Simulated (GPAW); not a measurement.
```
! title: Quasiparticle gap of In2O3 (R-3c) in GPAW
! method: DFT, LDA, plane waves, PAW (and 1 further level or step)
! program: GPAW 26.7.0
! settings of one run: cutoff 600 eV, GPAW PAW setups 1.2.1 data release, 4×4×4 k-mesh, nbands 160
! cost: 3 runs, 13 min in all on 4 MPI ranks of Intel Xeon Platinum 8375C at 2.90GHz (Ice Lake), shared host (the runs of this entry)
! notes: The cell and positions come from the Crystallography Open Database and are kept as given unless a step says otherwise. This is not the form that In2O3 usually takes at ambient conditions. Limits: no spin-orbit coupling. Bands and cutoff are finite, so the gap is not at the basis limit. The miss can reach some tenths of an eV and take either sign; the mesh is an error of its own.
! LDA gap: 1.18 eV, indirect (only 35 meV under the direct gap)
! G0W0 gap on the mesh: 2.46 eV
! GW settings: 4×4×4 mesh, 150 bands, screening to 65 eV, Godby-Needs plasmon pole
! known limits: not at the basis limit; no spin-orbit coupling
CELL_PARAMETERS angstrom
2.74350 1.58396 4.83667
-2.74350 1.58396 4.83667
0.00000 -3.16792 4.83667
ATOMIC_POSITIONS crystal
In 0.35731 0.35731 0.35731
In 0.14269 0.14269 0.14269
In 0.64269 0.64269 0.64269
In 0.85731 0.85731 0.85731
O 0.54800 0.95200 0.25000
O 0.25000 0.54800 0.95200
O 0.95200 0.25000 0.54800
O 0.45200 0.04800 0.75000
O 0.75000 0.45200 0.04800
O 0.04800 0.75000 0.45200
```

[Paths, hosts, dates, memory and timing lines, banners, echoed tables and standing remarks are left out of the program output.]

[Logs are printed without paths, hosts, clocks, repeated set-up lines and the standing remarks that a program may print on its own settings, such as how far it seeks lower states.]

[Runs of the session that timed out or met a known fault of the program may be left out.]

[Hosts, paths, dates, database ids (printed as entryN), source tags and the programs' standing remarks are cut or masked in the printed files.]
